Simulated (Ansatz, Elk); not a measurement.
# Bonding as seen by X-rays: Mg3ZnP

The structure of Mg3ZnP used here is made up (a known structure type with other elements) and was relaxed beforehand with PBE. The aim is the Fourier transform of its all-electron density, F(hkl), set beside the sum over free spherical atoms that refinements use.

Main program and level: Elk 11.2.3 (patched build); DFT, PBE, all-electron APW+lo, Dirac cores, scalar-relativistic bands, static density, no spin.

The structure was built from a prototype and need not be the compound's stable phase.

## Step 1: The structure

It takes space group Pm-3m (No. 221, cubic). The conventional cell has a = 4.891 Å, b = 4.891 Å, c = 4.891 Å, α = 90.00°, β = 90.00°, γ = 90.00°. Zn has 6 Mg at 2.45 Å nearest. Nearest to P lie 12 Mg at 3.46 Å. Nearest to Mg lie 2 Zn at 2.45 Å. Farther neighbours are not listed.

## Step 2: Ground state and structure factors

An all-electron density is needed, since X-rays see the cores too. Task 0 finds the density and task 195 Fourier-transforms it; tshift is off so that phases refer to the origin typed.

elk.in reads:

```
tasks
  0
  195

xctype
  20

spinpol
  .false.

rgkmax
  7.0

gmaxvr
  14.0

lmaxo
  7

lmaxapw
  8

swidth
  0.002

tshift
  .false.

ramdisk
  .false.

hmaxvr
  5.5

maxscl
  120

epspot
  1e-06

sppath
  './'

avec
  9.24312032823 0.00000000000 -0.00000000000
  0.00000000000 9.24312032823 0.00000000000
  -0.00000000000 0.00000000000 9.24312032823

atoms
  3
  'Zn.in'
  1
  0.5000000000 0.5000000000 0.5000000000   0.000000 0.000000 0.000000
  'P.in'
  1
  -0.0000000000 0.0000000000 -0.0000000000   0.000000 0.000000 0.000000
  'Mg.in'
  3
  0.5000000000 0.5000000000 -0.0000000000   0.000000 0.000000 0.000000
  0.5000000000 -0.0000000000 0.5000000000   0.000000 0.000000 0.000000
  0.0000000000 0.5000000000 0.5000000000   0.000000 0.000000 0.000000

ngridk
  5 5 5
```

Started as:

```sh
OMP_NUM_THREADS=4 elk
```

Numbers of over 12 decimals in the logs are rounded to 6 here.

What it wrote:

```text
┌─────────────────────────┐
│ Elk code version 11.2.3 │
└─────────────────────────┘

All units are atomic (Hartree, Bohr, etc.)

┌─────────────────────────────────────────────────┐
│ Ground-state run starting from atomic densities │
└─────────────────────────────────────────────────┘

Lattice vectors :
   9.243120328       0.000000000      -0.000000000
   0.000000000       9.243120328       0.000000000
  -0.000000000       0.000000000       9.243120328

Reciprocal lattice vectors :
  0.6797688534      -0.000000000       0.000000000
  -0.000000000      0.6797688534      -0.000000000
   0.000000000      -0.000000000      0.6797688534

Unit cell volume      :    789.6885123
Brillouin zone volume :   0.3141114624

Muffin-tin inner radius fraction :   0.1000000000E-01

Nuclei treated as point charges

Species : 1 (Zn)
 parameters loaded from : Zn.in
 name : zinc
 nuclear charge    :   -30.00000000
 electronic charge :    30.00000000
 atomic mass :    119233.3130
 muffin-tin radius :    2.385161825
 number of radial points in muffin-tin :    993
 inner part over the whole radius :   0.9861826856E-02
 number on inner part of muffin-tin    :    701
 approximate nuclear radius :   0.7484757725E-04
 number of mesh points to nuclear radius :    337
 atomic positions (lattice), magnetic fields (Cartesian) :
  1 :   0.50000000  0.50000000  0.50000000    0.00000000  0.00000000  0.00000000

Species : 2 (P)
 parameters loaded from : P.in
 name : phosphorus
 nuclear charge    :   -15.00000000
 electronic charge :    15.00000000
 atomic mass :    56461.71230
 muffin-tin radius :    2.200000000
 number of radial points in muffin-tin :    793
 inner part over the whole radius :   0.9987340520E-02
 number on inner part of muffin-tin    :    554
 approximate nuclear radius :   0.6081821256E-04
 number of mesh points to nuclear radius :    248
 atomic positions (lattice), magnetic fields (Cartesian) :
  1 :   0.00000000  0.00000000  0.00000000    0.00000000  0.00000000  0.00000000

Species : 3 (Mg)
 parameters loaded from : Mg.in
 name : magnesium
 nuclear charge    :   -12.00000000
 electronic charge :    12.00000000
 atomic mass :    44305.30466
 muffin-tin radius :    2.186398339
 number of radial points in muffin-tin :    793
 inner part over the whole radius :   0.9960309418E-02
 number on inner part of muffin-tin    :    552
 approximate nuclear radius :   0.5710277704E-04
 number of mesh points to nuclear radius :    241
 atomic positions (lattice), magnetic fields (Cartesian) :
  1 :   0.50000000  0.50000000  0.00000000    0.00000000  0.00000000  0.00000000
  2 :   0.50000000  0.00000000  0.50000000    0.00000000  0.00000000  0.00000000
  3 :   0.00000000  0.50000000  0.50000000    0.00000000  0.00000000  0.00000000

Total number of atoms per unit cell :    5
Total muffin-tin volume :    232.7808966
 ratio of muffin-tin to unit cell volume :   0.2947755893

Spin treatment :
 spin-unpolarised

Number of Bravais lattice symmetries :   48
Number of crystal symmetries         :   48
Crystal has inversion symmetry
Real symmetric eigensolver will be used

k-point grid :      5     5     5
k-point offset :    0.000000000       0.000000000       0.000000000
k-point set is reduced with full crystal symmetry group
Total number of k-points :       10

Muffin-tin radius times maximum |G+k| :    7.000000000
 using average radius
Maximum |G+k| for APW functions       :    3.140602952
Maximum (1/2)|G+k|²                   :    4.931693451
Maximum |G| for potential and density :    14.00000000
Constant for pseudocharge density :    8
 order of it for each species :   15  15  15
 order of it for pair densities of each species (exact exchange by exxq0 0: 16) :   11   9   9
Radial integration step length :    1

G-vector grid sizes :     42    42    42
Number of G-vectors :    36449

Maximum angular momentum used for
 APW functions            :    8
 outer part of muffin-tin :    7
 inner part of muffin-tin :    2

Total nuclear charge    :   -81.00000000
[...]
exchange                    :     -140.56019973610
 correlation                 :     -3.357166
 electron entropic           :    -0.13292217322647E-02
 total energy                :     -2739.8074480115

Density of states at Fermi energy :    98.32854679
 (states/Hartree/unit cell)

Estimated indirect band gap :   0.2227394027E-02
 from k-point 6 to k-point 3
Estimated direct band gap   :   0.1316246857E-01
 at k-point 6

Charges :
 core                        :    28.00000000
 valence                     :    53.00000000
 interstitial                :    7.339568129
 muffin-tins (core leakage)
  species : 1 (Zn)
   atom 1                    :    29.08250024     (  0.9444747130E-04)
  species : 2 (P)
[...]
species : 3 (Mg)
[...]
total in muffin-tins        :    73.66043187
 total calculated charge     :    80.99951497
 total charge                :    81.00000000
 error                       :   0.4850305284E-03

RMS change in Kohn-Sham potential (target) :   0.6691557726     (  0.1000000000E-05)
Absolute change in total energy (target)   :   0.2851302098     (  0.1000000000E-03)

[... loops 3 to 15 left out ...]

┌──────────────────┐
│ Loop number : 16 │
└──────────────────┘

Energies :
 Fermi                       :     0.114873
 sum of occupied eigenvalues :     -1541.5157039010
 electron kinetic            :      2773.9600841155
 core electron kinetic       :      2355.3844584472
 Coulomb                     :     -5369.0107314563
 Coulomb potential           :     -4128.8416832412
 nuclear-nuclear             :     -350.47959738506
 electron-nuclear            :     -5915.4454545016
 Hartree                     :      896.91432043038
 Madelung                    :     -3304.5898898357
 xc potential                :     -186.63410477526
 exchange                    :     -140.72318282463
 correlation                 :     -3.364594
 electron entropic           :    -0.18519591316998E-02
 total energy                :     -2739.1402758212

Density of states at Fermi energy :    153.4037458
 (states/Hartree/unit cell)

Estimated indirect band gap :   0.1796752067E-02
 from k-point 6 to k-point 8
Estimated direct band gap   :   0.7921656114E-02
 at k-point 6

Charges :
 core                        :    28.00000000
 valence                     :    53.00000000
 interstitial                :    7.407492097
 muffin-tins (core leakage)
  species : 1 (Zn)
[...]
species : 2 (P)
[...]
species : 3 (Mg)
[...]
total in muffin-tins        :    73.59250790
 total calculated charge     :    80.99950711
 total charge                :    81.00000000
 error                       :   0.4928865627E-03

RMS change in Kohn-Sham potential (target) :   0.3362598605E-06 (  0.1000000000E-05)
Absolute change in total energy (target)   :   0.2574040764E-04 (  0.1000000000E-03)

Convergence targets achieved

┌──────────────────┐
│ Loop number : 17 │
└──────────────────┘

Energies :
 Fermi                       :     0.114873
 sum of occupied eigenvalues :     -1541.5157066229
 electron kinetic            :      2773.9600873668
 core electron kinetic       :      2355.3844588871
 Coulomb                     :     -5369.0107364669
 Coulomb potential           :     -4128.8416804875
 nuclear-nuclear             :     -350.47959738506
 electron-nuclear            :     -5915.4454672773
 Hartree                     :      896.91432819553
 Madelung                    :     -3304.5898962231
 xc potential                :     -186.63411350224
 exchange                    :     -140.72318302829
 correlation                 :     -3.364594
 electron entropic           :    -0.18519593523514E-02
 total energy                :     -2739.1402777939

Density of states at Fermi energy :    153.4037633
 (states/Hartree/unit cell)

Estimated indirect band gap :   0.1796758548E-02
 from k-point 6 to k-point 8
Estimated direct band gap   :   0.7921637312E-02
 at k-point 6

Charges :
 core                        :    28.00000000
 valence                     :    53.00000000
 interstitial                :    7.407492392
 muffin-tins (core leakage)
  species : 1 (Zn)
[...]
species : 2 (P)
[...]
species : 3 (Mg)
   atom 1                    :    10.45842846     ( -0.9812178270E-07)
   atom 2                    :    10.45842846     ( -0.9812178270E-07)
   atom 3                    :    10.45842846     ( -0.9812178270E-07)
 total in muffin-tins        :    73.59250761
 total calculated charge     :    80.99950711
 total charge                :    81.00000000
 error                       :   0.4928864608E-03

┌──────────────────────────────┐
│ Self-consistent loop stopped │
└──────────────────────────────┘

Warning : core states of species 2 leak from the muffin-tin :   0.2976087193E-03

Wrote STATE.OUT
```

Wall time 25 s (4 threads of Arm Neoverse V1, shared host); peak memory 0.18 GiB.

SFACRHO.OUT:

```text

h k l indices transformed by vhmat matrix:
   1.000000000       0.000000000       0.000000000    
   0.000000000       1.000000000       0.000000000    
   0.000000000       0.000000000       1.000000000    

      h      k      l  multipl.   |H|            Re(F)            Im(F)           |F|

      0      0      0      1   0.0000000       80.999999     -0.11746970E-16   80.999999    
      0      0      1      6  0.67976885      -25.174409     -0.14393533E-13   25.174409    
      0     -1      1     12  0.96133833       28.745513     -0.70050578E-14   28.745513    
     -1     -1     -1      8   1.1773942       12.933224      0.17157332E-13   12.933224    
      0      0     -2      6   1.3595377       59.855159     -0.25775301E-13   59.855159    
     -1     -2      0     24   1.5200094      -21.589066      0.41256559E-13   21.589066    
     -2      1      1     24   1.6650868       23.335242      0.12133794E-13   23.335242    
     -2      2      0     12   1.9226767       52.300847      0.11587946E-13   52.300847    
     -2      1     -2     24   2.0393066      -19.089200     -0.18755231E-13   19.089200    
     -3      0      0      6   2.0393066      -19.196386      0.49533200E-13   19.196386    
      0      3     -1     24   2.1496179       20.899028      0.33557047E-13   20.899028    
      3     -1      1     24   2.2545382       9.7652735     -0.15152256E-13   9.7652735    
      2      2      2      8   2.3547884       46.991571      0.78940433E-13   46.991571    
      0      3     -2     24   2.4509415      -17.027886     -0.43640282E-13   17.027886    
     -3      1      2     48   2.5434622       19.146089     -0.12645542E-13   19.146089    
      4      0      0      6   2.7190754       42.758562      0.37551829E-13   42.758562    
     -1      0      4     24   2.8027588      -15.286710      0.17857263E-13   15.286710    
      2     -3     -2     24   2.8027588      -15.263690      0.39979863E-13   15.263690
```

Elk indexes on the primitive cell of elk.in and gives |H| = 4π sin θ/λ in inverse bohr. Below, one row stands for each form hkl of the conventional cell (m members, Friedel mates merged), F is for one primitive cell and the density is static (no thermal factor). Free-atom factors are Waasmaier and Kirfel's, and R is Σm||F|−|F'||/Σm|F|.

```tsv
hkl	m	sin θ/λ (Å⁻¹)	abs F, DFT	neutral atoms	diff.
100	6	0.102	25.174	25.210	-0.036
110	12	0.145	28.745	28.508	+0.238
111	8	0.177	12.933	12.974	-0.041
200	6	0.204	59.855	60.371	-0.516
210	24	0.229	21.589	21.878	-0.289
211	24	0.250	23.335	23.730	-0.395
220	12	0.289	52.301	52.593	-0.292
221	24	0.307	19.089	19.344	-0.254
300	6	0.307	19.196	19.344	-0.147
310	24	0.323	20.899	21.094	-0.195
311	24	0.339	9.765	9.612	+0.153
222	8	0.354	46.992	47.170	-0.179
320	24	0.369	17.028	17.156	-0.128
321	48	0.383	19.146	19.264	-0.117
400	6	0.409	42.759	42.868	-0.109
410	24	0.421	15.287	15.336	-0.050
322	24	0.421	15.264	15.336	-0.073
330	12	0.434	17.791	17.851	-0.059
```

## Step 3: The highest occupied states alone

An energy window below the Fermi level keeps the highest occupied states, to see at which angles they scatter; shallow core shells can lie inside it and anion s states outside. No new self-consistency is needed.

elk.in, as its differences from that of step 2:

```diff
@@ -1,3 +1,2 @@
 tasks
-  0
   195
@@ -40,2 +39,5 @@
 
+wsfac
+  -0.436370 0.414870
+
 sppath
```

Started as:

```sh
OMP_NUM_THREADS=4 elk
```

What it wrote:

```text
┌─────────────────────────────────┐
│ Elk code version 11.2.3 started │
└─────────────────────────────────┘

Info(readinput): the functional depends on the density's gradient
 muffin-tin radial points multiplied by    2.00000
 (not where nrmtscf is given)

┌────────────────────┐
│ Current task : 195 │
└────────────────────┘
Info(checkmt): changed muffin-tin radius of species 1 (Zn) from   2.4000 to   2.3852
Info(checkmt): changed muffin-tin radius of species 3 (Mg) from   2.2000 to   2.1864

Info(sfacrho): density structure factors written to SFACRHO.OUT

 Energy window :  -0.4363700000      0.4148700000

┌──────────────────┐
│ Elk code stopped │
└──────────────────┘
```

The job ended after 13 s (4 threads; peak memory 0.17 GiB; 14 s of CPU time).

States within 15 eV below the Fermi level hold 23.00 electrons; any levels below the window count with the cores. Their amplitudes can exceed the total, where window and core parts have opposite phase:

```tsv
hkl	sin θ/λ (Å⁻¹)	abs F, window	abs F, all
100	0.102	7.735	25.174
110	0.145	11.152	28.745
111	0.177	6.532	12.933
200	0.204	8.014	59.855
210	0.229	6.098	21.589
211	0.250	6.555	23.335
220	0.289	5.491	52.301
221	0.307	5.150	19.089
300	0.307	5.252	19.196
310	0.323	4.890	20.899
```

## Step 4: Another functional

The difference from free atoms is small, so it is set against the change that LDA (Perdew-Wang) makes.

elk.in, as its differences from that of step 3:

```diff
@@ -1,2 +1,3 @@
 tasks
+  0
   195
@@ -4,3 +5,3 @@
 xctype
-  20
+  3
 
@@ -39,5 +40,2 @@
 
-wsfac
-  -0.436370 0.414870
-
 sppath
```

Started as:

```sh
OMP_NUM_THREADS=4 elk
```

What it wrote:

```text
┌─────────────────────────┐
│ Elk code version 11.2.3 │
└─────────────────────────┘

All units are atomic (Hartree, Bohr, etc.)

┌─────────────────────────────────────────────────┐
│ Ground-state run starting from atomic densities │
└─────────────────────────────────────────────────┘

Lattice vectors :
   9.243120328       0.000000000      -0.000000000
   0.000000000       9.243120328       0.000000000
  -0.000000000       0.000000000       9.243120328

Reciprocal lattice vectors :
  0.6797688534      -0.000000000       0.000000000
[...]
species : 1 (Zn)
[...]
species : 2 (P)
[...]
species : 3 (Mg)
[...]
atom 2                    :    10.46964866     ( -0.1570490415E-05)
   atom 3                    :    10.46964866     ( -0.1570490415E-05)
 total in muffin-tins        :    73.64235933
 total calculated charge     :    80.99949689
 total charge                :    81.00000000
 error                       :   0.5031088086E-03

┌──────────────────────────────┐
│ Self-consistent loop stopped │
└──────────────────────────────┘

Warning : core states of species 2 leak from the muffin-tin :   0.2954952685E-03

Wrote STATE.OUT
[key lines of the parts left out:]
total energy                :     -2732.9370140935
```

The job ended after 14 s (4 threads; peak memory 0.17 GiB).

Against the first run R = 0.10 %; the largest change is -0.062 at 400.

## Step 5: A coarser k-mesh

About half the k-points along each axis test the sampling.

elk.in, as its differences from that of step 4:

```diff
@@ -5,3 +5,3 @@
 xctype
-  3
+  20
 
@@ -63,2 +63,2 @@
 ngridk
-  5 5 5
+  2 2 2
```

Started as:

```sh
OMP_NUM_THREADS=4 elk
```

What it wrote:

```text
┌─────────────────────────┐
│ Elk code version 11.2.3 │
└─────────────────────────┘

All units are atomic (Hartree, Bohr, etc.)

┌─────────────────────────────────────────────────┐
│ Ground-state run starting from atomic densities │
└─────────────────────────────────────────────────┘

Lattice vectors :
   9.243120328       0.000000000      -0.000000000
   0.000000000       9.243120328       0.000000000
  -0.000000000       0.000000000       9.243120328

Reciprocal lattice vectors :
  0.6797688534      -0.000000000       0.000000000
[...]
species : 1 (Zn)
[...]
species : 2 (P)
[...]
species : 3 (Mg)
[...]
atom 2                    :    10.43891048     ( -0.9812178137E-07)
   atom 3                    :    10.43891048     ( -0.9812178137E-07)
 total in muffin-tins        :    73.55957628
 total calculated charge     :    80.99952829
 total charge                :    81.00000000
 error                       :   0.4717060339E-03

┌──────────────────────────────┐
│ Self-consistent loop stopped │
└──────────────────────────────┘

Warning : core states of species 2 leak from the muffin-tin :   0.2979899003E-03

Wrote STATE.OUT
[key lines of the parts left out:]
total energy                :     -2739.1305465566
```

Wall time 20 s (4 threads); peak memory 0.18 GiB.

Against the first run R = 0.02 %; the largest change is -0.101 at 200.

## Step 6: Settings against the effect

```tsv
run	R against the first run (%)	R against neutral atoms, low angle (%)	wall time
PBE, rgkmax 7	0.00	0.99	25 s
LDA (Perdew-Wang)	0.10	1.00	14 s
k-mesh 2×2×2	0.02	1.05	20 s
```

## Step 7: Summary of results

```
R against neutral atoms, sin θ/λ < 0.3 Å⁻¹ : 0.99 %
R against neutral atoms, 0.3 to 0.82 Å⁻¹   : 0.35 %
```

What this shows: Independent neutral atoms miss the calculated amplitudes by R = 0.99 % below 0.3 Å⁻¹ and 0.35 % from there to 0.82 Å⁻¹; by shells, 0.62 % below 0.15 Å⁻¹ (2 forms), 1.08 % 0.15 to 0.3 (5 forms), 0.64 % 0.3 to 0.45 (13 forms), 0.29 % above 0.45 (62 forms). Bonding, aspherical density and the tables' own atoms all enter these figures, and the runs don't part them. The largest change of an amplitude is -0.52 electrons, at 200. The window's part falls from 23.0 electrons at the origin to at most 3.06 between 0.45 and 0.82 Å⁻¹, where compact states inside the window still scatter. Below 0.3 Å⁻¹ the changes that finished (LDA (Perdew-Wang) and k-mesh 2×2×2) move F by R = 0.09 % at most, against the 0.99 % that separates it from free atoms. The basis has no finished test. Part of the difference isn't bonding: the tables are fits to free atoms and ions calculated by other methods than this functional. Thermal motion, anomalous dispersion and extinction are left out.

[Logs are printed without paths, hosts, clocks, repeated set-up lines and the standing remarks that a program may print on its own settings, such as how far it seeks lower states.]

[Hosts, paths, dates, database ids (printed as entryN), source tags and the programs' standing remarks are cut or masked in the printed files.]
